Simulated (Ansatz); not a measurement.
# Work function of Ag(110): what the settings cost and change

Aim: the work function of Ag(110) against thickness and vacuum, with the cost.

Main program and level: Ansatz 0.2.0; plane-wave DFT, PBE, Ansatz PAW.

**What experiment says.**

For Ag (clean (110) face, a compiled value), “Anisotropic work function of elemental crystals” (2019, arxiv:1902.07811) quotes earlier work: work function (clean (110) face, a compiled value) 4.1 eV.

## 1. The structure

The cell holds 1 atom: 1 Ag. Its edges and angles: a = 4.090 Å, b = 2.892 Å, c = 18.000 Å, α = 90.0°, β = 90.0°, γ = 90.0°. Vacuum lies along c.

## 2. Run, setting 1 layer

A work function rests on the faint tail of the density, so the SCF threshold is tight. The slab grows from one layer, at fixed mesh and 18 Å of vacuum; then the vacuum is varied on one slab.

File input.yaml:

```yaml
crystal:
  lattice:
    - [4.09, 0.0, 0.0]
    - [0.0, 2.8920667351, 0.0]
    - [0.0, 0.0, 18.0]
  atoms:
    - { symbol: Ag, position: [0.5, 0.5, 0.5] }
kpoints:
  mp_grid: { grid: [10, 14, 1] }
hamiltonian:
  xc: pbe
scf:
  occupations: { method: fermi_dirac, width: 0.1 }
  convergence: { dr2_threshold: 1.0e-09 }
efield:
  axis: 3
  dipole_correction: true
  ramp_position: 0.97
  ramp_width: 0.06
output:
  write_potential: true
  write_density: true
  volumetric_format: npy
  elf: true
```

On the command line:

```bash
> ansatz run input.yaml --threads 2 --pin off --max-ram 3072MiB --backend cpu --events-out ev --progress --plain --runs-dir out
```

Numbers of over 12 decimals in the logs are rounded to 6 here.

The program printed:

```text
Engine: ansatz 0.2.0, aarch64-unknown-linux-gnu
Pseudopotentials: kind: paw
Pseudopotential: Ag, paw, valence charge 19, recommended cutoff 420 eV (normal), Ag.paw.azcp
Functional definition: PBE
  parameter kappa = 0.804
  parameter beta = 0.066725
  exchange = pbe_x(kappa = kappa, mu = beta*pi^2/3)
  correlation = pbe_c(beta = beta)
Crystal: 1 atoms, lattice volume = 212.914 Å³
Basis set: ecut = 420 eV, 4157 PW (Γ)
Bands: 14, of which v1, the nominal top of the filled ones, is band 10 counted from 1 (9 counted from 0)
Symmetry: 4 space group operations
k-points: 48 of 140
Non-local potential: Ag, projectors of the file, l = 0: 3, l = 1: 2, l = 2: 2, l = 3: 1
PAW form: soft (Blöchl's): semilocal exchange-correlation on the pseudo side does not see the compensation charge
PAW one-centre angular grid: Ag, 590 points (default); XC on 64 Gauss nodes
Initial density: superposition of atomic densities (neutral atoms: chi_scale 0, normalization atom), corrected by the library's trained network
Initial wavefunctions: pseudopotential atomic-orbital guess
Functional: x = pbe(κ = 0.804, μ = 0.219515), c = pbe(β = 0.066725)
SCF iter   1: F=—  HF=-7589.202928 eV  |F-HF|=—  |Δ(HF+E_count)|=         —  Δρ=7.63e-4  dr2=2.01e-3  ethr=1.77e-3  p=-0.000 e·Å  D=-4.09e-15 V/Å  ΔV_dip=0.00 eV  dr2_dipole=6.30e-12  V_vac-E_F(+/−)=4.92/4.92 eV  ⟨swp⟩=5.3  Hψ=3527  notcnv=0
efield: sawtooth ramp at fractional position 0.9700 (set: `efield.ramp_position`, or a place that a band, a saddle search or an elastic batch's reference lends), width 0.0600; the density the first Hamiltonian is built on has a dipole p = -0.000 e·Å; the dipole correction subtracts the counter field D = -4.09e-15 V/Å, which shifts the + side's vacuum level by +0.00 eV against the − side's; the planar-averaged density in the ramp window peaks in size at 7.6e-7 e/Å³
preconditioner: auto → LDOS  [metal: Δε(μ)=0.145 eV  Ē_g=8.215 eV  σ=0.100 eV  W_gap=0.34  n_scr=20 (ndim 8)  ℏωp=8.4 eV  f_vac=0.776  D(μ)=0.49/eV (n_scr^D=2)  β→1.0]
SCF iter   2: F=—  HF=-7589.204053 eV  |F-HF|=—  |Δ(HF+E_count)|=   1.12e-3  Δρ=1.14e-3  dr2=2.23e-3  ethr=1.06e-5  p=-0.000 e·Å  D=-2.25e-6 V/Å  ΔV_dip=0.00 eV  dr2_dipole=9.54e-11  V_vac-E_F(+/−)=4.92/4.92 eV  ⟨swp⟩=2.4  Hψ=1770  notcnv=0  defer=3
SCF iter   3: F=—  HF=-7589.203585 eV  |F-HF|=—  |Δ(HF+E_count)|=   4.68e-4  Δρ=4.11e-4  dr2=3.20e-4  ethr=1.06e-5  p=0.000 e·Å  D=1.13e-6 V/Å  ΔV_dip=-0.00 eV  dr2_dipole=1.24e-11  V_vac-E_F(+/−)=4.93/4.93 eV  ⟨swp⟩=2.0  Hψ=1196  notcnv=0  defer=3
SCF iter   4: F=—  HF=-7589.203497 eV  |F-HF|=—  |Δ(HF+E_count)|=   8.84e-5  Δρ=7.02e-5  dr2=1.18e-5  ethr=1.68e-6  p=0.000 e·Å  D=2.05e-7 V/Å  ΔV_dip=-0.00 eV  dr2_dipole=8.40e-13  V_vac-E_F(+/−)=4.93/4.93 eV  ⟨swp⟩=2.0  Hψ=890  notcnv=0  defer=3
SCF iter   5: F=—  HF=-7589.203497 eV  |F-HF|=—  |Δ(HF+E_count)|=   5.43e-7  Δρ=8.54e-6  dr2=1.44e-7  ethr=6.23e-8  p=-0.000 e·Å  D=-1.09e-7 V/Å  ΔV_dip=0.00 eV  dr2_dipole=2.71e-13  V_vac-E_F(+/−)=4.92/4.92 eV  ⟨swp⟩=2.0  Hψ=928  notcnv=0  defer=3
SCF iter   6: F=—  HF=-7589.203478 eV  |F-HF|=—  |Δ(HF+E_count)|=   1.95e-5  Δρ=6.07e-7  dr2=1.02e-9  ethr=7.57e-10  p=0.000 e·Å  D=1.60e-7 V/Å  ΔV_dip=-0.00 eV  dr2_dipole=5.37e-13  V_vac-E_F(+/−)=4.92/4.92 eV  ⟨swp⟩=2.0  Hψ=935  notcnv=0  defer=3
SCF iter   7: F=-7589.203478 eV  HF=-7589.203478 eV  |F-HF|=3.82e-11  |Δ(HF+E_count)|=  1.45e-10  Δρ=9.59e-8  dr2=2.09e-11  ethr=5.26e-12  p=-0.000 e·Å  D=-1.39e-7 V/Å  ΔV_dip=0.00 eV  dr2_dipole=4.43e-13  V_vac-E_F(+/−)=4.92/4.92 eV  ⟨swp⟩=5.0  Hψ=2200  notcnv=0
SCF 1 converged in 7 iterations: F = -7589.203478 eV  dr2 = 2.09e-11
  greatest PAW one-centre occupation: 1.000 electrons in one spin orbital (limit 2), on the Ag atom at site 0 (counted from 0), in its partial waves of l = 0
WARN: The output density's exchange-correlation potential varies sharply where the density is thin. Do not read a vacuum level from v_tot or v_xc, or from such a field of the output density. On a cell that repeats whose density bears no net charge and no dipole along the vacuum's axis use v_es (v_loc + v_h of the components); under efield.dipole_correction with no amplitude use v_es + v_field, which holds any externa [...]
SCF converged after 7 iterations
Free energy (F): -7589.203478 eV
Harris-Foulkes:  -7589.203478 eV  (|F-HF|=3.82e-11)
Internal energy: -7589.186938 eV  (E = F + TS)
E sigma→0 (E₀):  -7589.195208 eV
Entropy (-TS):   -0.016540 eV (-16.540 meV/atom)
Fermi energy:    -3.155713 eV
Dipole field:    D = 0.000001 V/Å  (p = 0.000001 e·Å, saw-weighted, corrected)
Work function:   Φ+ = 4.9234 eV   Φ− = 4.9234 eV
Levels:          The Fermi level and band energies are counted from a zero that moves with the ramp; work functions are not
--- Per-component energies (eV) ---
  E_band       = -594.440058
  E_kinetic    = 527.365587
  E_local      = -10173.739132  (includes V_loc(G=0)·N_el)
  E_nonlocal   = 82.172960
  E_hartree    = 4808.427268
  E_xc         = -182.194293
  E_vxc        = -231.023811  (∫ρ·V_xc dr)
  E_paw        = -3904.638123  (= ΣΔE_a)
  E_vpaw       = -416.070736  (= ΣTr[D̂ρ^β])
  E_aug_tail   = 0.000317  (compensation charges beyond the density's cutoff)
  E_efield     = 0.000000  (sawtooth field / dipole correction)
  E_vefield    = 0.000000  (∫n·V_field dr)
  E_ewald      = 1253.418478
  E_smearing   = -0.016540  (= −TS)
  E_closure    = -0.000000  (closes the sum)
  Σ components = -7589.203478   (vs F -7589.203478, Δ=0.00e0)
--- Band table (eV; the first three rows and the last of 48) ---
  k-point 0: bands = [... 6 lower, -5.9628, -5.4954, -5.4770, -4.8460, -0.6565, 1.5000, 2.2156, 2.3637]
  k-point 1: bands = [... 6 lower, -5.9550, -5.5598, -5.5330, -4.7801, -0.5351, 1.5902, 2.3117, 2.4536]
  k-point 2: bands = [... 6 lower, -5.9331, -5.7305, -5.6846, -4.5712, -0.1857, 1.8610, 2.5986, 2.7233]
  k-point 47: bands = [... 6 lower, -5.8803, -5.7796, -5.2320, 0.8290, 2.0380, 2.8629, 5.0143, 5.3555]
```

Wall time 18 s (2 threads of Arm Neoverse N1, shared host); peak memory 0.51 GiB.

Reading the cycles: dr2 is the Hartree energy of the density residual (eV), the measure of convergence; HF is the Harris–Foulkes estimate of the energy, which meets the free energy F at convergence.

This step gave:

* energy at zero smearing: -7589.1952 eV
* work function, upper face: 4.923 eV

Running mean over 1.446 Å of the planar mean; the ramp of the sawtooth is left out. Electron's electrostatic potential energy less the Fermi level against z:

| z (Å) | electron's electrostatic potential energy less the Fermi level (eV) |
| --- | --- |
| 2.88 | 4.92 |
| 3.31 | 4.92 |
| 3.74 | 4.92 |
| 4.18 | 4.92 |
| 4.61 | 4.92 |
| 5.04 | 4.92 |
| 5.47 | 4.92 |
| 5.90 | 4.91 |
| 6.19 | 4.89 |
| 6.62 | 4.82 |
| 7.06 | 4.61 |
| 7.49 | 3.93 |
| 7.92 | 2.03 |
| 8.35 | -0.762 |
| 8.78 | -3.02 |
| 9.22 | -3.02 |
| 9.65 | -0.762 |
| 10.08 | 2.03 |
| 10.51 | 3.93 |
| 10.94 | 4.61 |
| 11.38 | 4.82 |
| 11.81 | 4.89 |
| 12.10 | 4.91 |
| 12.53 | 4.92 |
| 12.96 | 4.92 |
| 13.39 | 4.92 |
| 13.82 | 4.92 |
| 14.26 | 4.92 |
| 14.69 | 4.92 |
| 15.12 | 4.92 |

Electrostatic potential energy in the ca plane at fractional y = 0.500, with atoms of Ag within 0.2 Å of it. With pseudopotentials it is smooth inside the atoms' cores, unlike the true potential.

Ten even steps from '0' (-20 eV) to '9' (2 eV), each cell a mean:
```
99999999999999999999999999999999999999999999
99999999999999999999887899999999999999999999
99999999999999999998511379999999999999999999
99999999999999999997000038999999999999999999
99999999999999999996000028999999999999999999
99999999999999999997200058999999999999999999
99999999999999999999754689999999999999999999
99999999999999999999998999999999999999999999
99999999999999999999999999999999999999999999
```
Columns run along c (18.0 Å; values clipped at the 3rd and 97th percentile), rows up along a (4.1 Å). Atoms in or near the plane, at fractional coordinates: Ag at (0.50, 0.50).

ELF in the ca plane at fractional y = 0.500, with atoms of Ag within 0.2 Å of it. It is the smooth field of the valence electrons, not physical close to the nuclei.

Ten even steps from '0' (0.00) to '9' (0.78), each cell a mean:
```
00000000000000000000111100000000000000000000
00000000000000000011222211100000000000000000
00000000000000000112345422110000000000000000
00000000000000001122578642110000000000000000
00000000000000001123689742110000000000000000
00000000000000000122467532110000000000000000
00000000000000000112233321100000000000000000
00000000000000000001111111000000000000000000
00000000000000000000000000000000000000000000
```
Columns run along c (18.0 Å), rows up along a (4.1 Å). Atoms in or near the plane, at fractional coordinates: Ag at (0.50, 0.50).

Valence density in the ca plane at fractional y = 0.500, with atoms of Ag within 0.2 Å of it. It is the smooth field of the valence electrons, not physical close to the nuclei.

Values in units of 1e0 e/Å³, 5 rows by 16 columns, each cell a mean:
```
0.0 0.0 0.0 0.0 0.0 0.0 0.0 0.1 0.1 0.0 0.0 0.0 0.0 0.0 0.0 0.0
0.0 0.0 0.0 0.0 0.0 0.0 0.0 1.6 2.4 0.1 0.0 0.0 0.0 0.0 0.0 0.0
0.0 0.0 0.0 0.0 0.0 0.0 0.0 5.4 8.2 0.1 0.0 0.0 0.0 0.0 0.0 0.0
0.0 0.0 0.0 0.0 0.0 0.0 0.0 0.7 1.1 0.0 0.0 0.0 0.0 0.0 0.0 0.0
0.0 0.0 0.0 0.0 0.0 0.0 0.0 0.0 0.0 0.0 0.0 0.0 0.0 0.0 0.0 0.0
```
Columns run along c (18.0 Å), rows up along a (4.1 Å). Atoms in or near the plane, at fractional coordinates: Ag at (0.50, 0.50).

The work function is 4.923 eV.

## 3. Run, 2 atoms

System of this step: Ag(110). The cell holds 2 atoms: 2 Ag. Cell: a = 4.090 Å, b = 2.892 Å, c = 19.446 Å, α = 90.0°, β = 90.0°, γ = 90.0°. Vacuum lies along c.

input.yaml, the sections that differ from step 2:

```yaml
crystal:
  lattice:
    - [4.09, 0.0, 0.0]
    - [0.0, 2.8920667351, 0.0]
    - [0.0, 0.0, 19.4460333675]
  atoms:
    - { symbol: Ag, position: [0.5, 0.5, 0.4628193231] }
    - { symbol: Ag, position: [0.0, 0.0, 0.5371806769] }
output:
  write_potential: true
  write_density: true
  volumetric_format: npy
# kpoints, hamiltonian, scf, efield: as in step 2
```

The program printed:

```text
[...]
Crystal: 2 atoms, lattice volume = 230.018 Å³
Basis set: ecut = 420 eV, 4509 PW (Γ)
Bands: 23, of which v1, the nominal top of the filled ones, is band 19 counted from 1 (18 counted from 0)
Symmetry: 4 space group operations
k-points: 48 of 140
[...]
k-point 0: bands = [... 15 lower, -4.2500, -4.0686, -3.9540, -3.6235, -1.2188, 1.8973, 3.1968, 3.2563]
  k-point 1: bands = [... 15 lower, -4.1620, -4.1112, -3.9308, -3.6702, -1.1018, 2.0027, 3.2877, 3.3508]
  k-point 2: bands = [... 15 lower, -4.1553, -4.0256, -3.9079, -3.7797, -0.7682, 2.3103, 3.5601, 3.6331]
  k-point 47: bands = [... 15 lower, -4.4430, -3.6106, -3.6106, 1.4933, 1.4933, 3.7060, 3.7060, 6.3184]
[key lines of the parts left out:]
SCF converged after 9 iterations
Free energy (F): -15179.811855 eV
Fermi energy:    -0.907149 eV
Dipole field:    D = 0.000001 V/Å  (p = 0.000001 e·Å, saw-weighted, corrected)
Work function:   Φ+ = 4.0824 eV   Φ− = 4.0825 eV
```

The job ended after 30 s (2 threads; peak memory 0.55 GiB).

The work function is 4.082 eV, -0.841 eV from the run “1 layer”, at 1.7 times its CPU time.

## 4. Slab, 3 atoms

System of this step: Ag(110). The cell holds 3 atoms: 3 Ag. Its edges and angles: a = 4.090 Å, b = 2.892 Å, c = 20.892 Å, α = 90.0°, β = 90.0°, γ = 90.0°. Vacuum lies along c.

input.yaml, the sections that differ from step 3:

```yaml
crystal:
  lattice:
    - [4.09, 0.0, 0.0]
    - [0.0, 2.8920667351, 0.0]
    - [0.0, 0.0, 20.8920667351]
  atoms:
    - { symbol: Ag, position: [0.0, 0.0, 0.430785528] }
    - { symbol: Ag, position: [0.5, 0.5, 0.5] }
    - { symbol: Ag, position: [0.0, 0.0, 0.569214472] }
# kpoints, hamiltonian, scf, efield, output: as in step 3
```

The program printed:

```text
[...]
Crystal: 3 atoms, lattice volume = 247.123 Å³
Basis set: ecut = 420 eV, 4817 PW (Γ)
Bands: 35, of which v1, the nominal top of the filled ones, is band 29 counted from 1 (28 counted from 0)
Symmetry: 4 space group operations
k-points: 48 of 140
[...]
k-point 1: bands = [... 25 lower, -2.8702, -2.8644, -2.6018, -1.5034, 1.4464, 3.9460, 4.0146, 4.5021, ... 2 higher]
  k-point 2: bands = [... 25 lower, -2.9460, -2.7348, -2.7293, -1.2584, 1.7771, 4.2311, 4.5729, 4.7784, ... 2 higher]
  k-point 47: bands = [... 25 lower, -2.5805, -2.5734, 1.5513, 1.8915, 4.2037, 4.7492, 4.8296, 5.1938, ... 2 higher]
[key lines of the parts left out:]
SCF converged after 9 iterations
Free energy (F): -22770.353189 eV
Fermi energy:    0.216363 eV
Dipole field:    D = 0.000000 V/Å  (p = 0.000000 e·Å, saw-weighted, corrected)
Work function:   Φ+ = 4.2741 eV   Φ− = 4.2741 eV
```

Elapsed: 47 s, on 2 threads; peak memory 0.67 GiB; 81 s of CPU time.

The work function is 4.274 eV, +0.192 eV from the run “2 layers”, at 1.6 times its CPU time.

## 5. Run, 4 atoms

System of this step: Ag(110). The cell holds 4 atoms: 4 Ag. Cell: a = 4.090 Å, b = 2.892 Å, c = 22.338 Å, α = 90.0°, β = 90.0°, γ = 90.0°. Vacuum lies along c.

input.yaml, the sections that differ from step 4:

```yaml
crystal:
  lattice:
    - [4.09, 0.0, 0.0]
    - [0.0, 2.8920667351, 0.0]
    - [0.0, 0.0, 22.3381001026]
  atoms:
    - { symbol: Ag, position: [0.5, 0.5, 0.4028990809] }
    - { symbol: Ag, position: [0.0, 0.0, 0.467633027] }
    - { symbol: Ag, position: [0.5, 0.5, 0.532366973] }
    - { symbol: Ag, position: [0.0, 0.0, 0.5971009191] }
# kpoints, hamiltonian, scf, efield, output: as in step 4
```

The program printed:

```text
[...]
Crystal: 4 atoms, lattice volume = 264.227 Å³
Basis set: ecut = 420 eV, 5167 PW (Γ)
Bands: 46, of which v1, the nominal top of the filled ones, is band 38 counted from 1 (37 counted from 0)
Symmetry: 4 space group operations
k-points: 48 of 140
[...]
k-point 1: bands = [... 34 lower, -1.7237, -1.5886, -1.4549, -1.2654, 1.0450, 3.6069, 4.6102, 5.3094, ... 4 higher]
  k-point 2: bands = [... 34 lower, -1.8271, -1.5838, -1.4734, -1.1548, 1.3438, 3.9264, 5.2070, 5.5844, ... 4 higher]
  k-point 47: bands = [... 34 lower, -1.4645, -1.4645, 2.3468, 2.3468, 5.1867, 5.1867, 5.2965, 5.2965, ... 4 higher]
[key lines of the parts left out:]
SCF converged after 9 iterations
Free energy (F): -30360.863275 eV
Fermi energy:    1.422045 eV
Dipole field:    D = -0.000000 V/Å  (p = -0.000000 e·Å, saw-weighted, corrected)
Work function:   Φ+ = 4.1615 eV   Φ− = 4.1615 eV
```

It took 69 s on 2 threads; peak memory 0.81 GiB.

The work function is 4.161 eV, -0.113 eV from the run “3 layers”, at 1.5 times its CPU time.

## 6. Run, 5 atoms

System of this step: Ag(110). The cell holds 5 atoms: 5 Ag. Its edges and angles: a = 4.090 Å, b = 2.892 Å, c = 23.784 Å, α = 90.0°, β = 90.0°, γ = 90.0°. Vacuum lies along c.

input.yaml, the sections that differ from step 5:

```yaml
crystal:
  lattice:
    - [4.09, 0.0, 0.0]
    - [0.0, 2.8920667351, 0.0]
    - [0.0, 0.0, 23.7841334701]
  atoms:
    - { symbol: Ag, position: [0.0, 0.0, 0.3784035273] }
    - { symbol: Ag, position: [0.5, 0.5, 0.4392017637] }
    - { symbol: Ag, position: [0.0, 0.0, 0.5] }
    - { symbol: Ag, position: [0.5, 0.5, 0.5607982363] }
    - { symbol: Ag, position: [0.0, 0.0, 0.6215964727] }
# kpoints, hamiltonian, scf, efield, output: as in step 5
```

The program printed:

```text
[...]
Crystal: 5 atoms, lattice volume = 281.332 Å³
Basis set: ecut = 420 eV, 5495 PW (Γ)
Bands: 57, of which v1, the nominal top of the filled ones, is band 48 counted from 1 (47 counted from 0)
Symmetry: 4 space group operations
k-points: 48 of 140
[...]
k-point 0: bands = [... 44 lower, -0.6843, -0.6320, -0.4095, 0.8295, 3.0503, 5.0139, 5.2797, 6.5105, ... 5 higher]
  k-point 1: bands = [... 44 lower, -0.7146, -0.5234, -0.4856, 0.9069, 3.1592, 5.2406, 5.3853, 6.6028, ... 5 higher]
  k-point 2: bands = [... 44 lower, -0.7016, -0.6031, -0.4405, 1.1381, 3.4722, 5.6900, 5.8652, 6.8778, ... 5 higher]
  k-point 47: bands = [... 44 lower, -0.4175, 2.9342, 3.0736, 5.0876, 5.5207, 6.1161, 6.2138, 6.5695, ... 5 higher]
[key lines of the parts left out:]
SCF converged after 8 iterations
Free energy (F): -37951.449254 eV
Fermi energy:    2.361335 eV
Dipole field:    D = 0.000000 V/Å  (p = 0.000000 e·Å, saw-weighted, corrected)
Work function:   Φ+ = 4.1827 eV   Φ− = 4.1828 eV
```

Wall time 95 s (2 threads); peak memory 0.97 GiB.

The work function is 4.183 eV, +0.021 eV from the run “4 layers”, at 1.4 times its CPU time.

## 7. Run, 6 atoms

System of this step: Ag(110). The cell holds 6 atoms: 6 Ag. Cell: a = 4.090 Å, b = 2.892 Å, c = 25.230 Å, α = 90.0°, β = 90.0°, γ = 90.0°. Vacuum lies along c.

input.yaml, the sections that differ from step 6:

```yaml
crystal:
  lattice:
    - [4.09, 0.0, 0.0]
    - [0.0, 2.8920667351, 0.0]
    - [0.0, 0.0, 25.2301668376]
  atoms:
    - { symbol: Ag, position: [0.5, 0.5, 0.3567158338] }
    - { symbol: Ag, position: [0.0, 0.0, 0.4140295003] }
    - { symbol: Ag, position: [0.5, 0.5, 0.4713431668] }
    - { symbol: Ag, position: [0.0, 0.0, 0.5286568332] }
    - { symbol: Ag, position: [0.5, 0.5, 0.5859704997] }
    - { symbol: Ag, position: [0.0, 0.0, 0.6432841662] }
# kpoints, hamiltonian, scf, efield, output: as in step 6
```

The program printed:

```text
[...]
Crystal: 6 atoms, lattice volume = 298.436 Å³
Basis set: ecut = 420 eV, 5821 PW (Γ)
Bands: 69, of which v1, the nominal top of the filled ones, is band 57 counted from 1 (56 counted from 0)
Symmetry: 4 space group operations
k-points: 48 of 140
[...]
k-point 0: bands = [... 53 lower, 0.1989, 0.2908, 0.4465, 0.9302, 2.7439, 4.8110, 5.6283, 6.6911, ... 8 higher]
  k-point 1: bands = [... 53 lower, 0.1248, 0.3649, 0.3777, 0.9768, 2.8396, 4.9205, 5.8647, 6.7911, ... 8 higher]
  k-point 2: bands = [... 53 lower, 0.0352, 0.2798, 0.4364, 1.1242, 3.1173, 5.2346, 6.5112, 7.0817, ... 8 higher]
  k-point 47: bands = [... 53 lower, 0.4002, 3.6332, 3.6332, 5.5080, 5.5080, 6.9343, 6.9343, 7.4021, ... 8 higher]
[key lines of the parts left out:]
SCF converged after 9 iterations
Free energy (F): -45541.978255 eV
Fermi energy:    3.214631 eV
Dipole field:    D = -0.000000 V/Å  (p = -0.000000 e·Å, saw-weighted, corrected)
Work function:   Φ+ = 4.1947 eV   Φ− = 4.1947 eV
```

Wall time 2.3 min (2 threads); peak memory 1.2 GiB.

The work function is 4.195 eV, +0.012 eV from the run “5 layers”, at 1.4 times its CPU time.

(Part 1 of 2 ends here.)

[Logs are printed without paths, hosts, clocks, repeated set-up lines and the standing remarks that a program may print on its own settings, such as how far it seeks lower states.]

[Hosts, paths, dates, database ids (printed as entryN), source tags and the programs' standing remarks are cut or masked in the printed files.]

[Maps of the electrostatic potential energy from Ansatz leave out the sawtooth potential of an applied field or a dipole correction, so their vacuum need not be flat; planar profiles and work functions include it.]
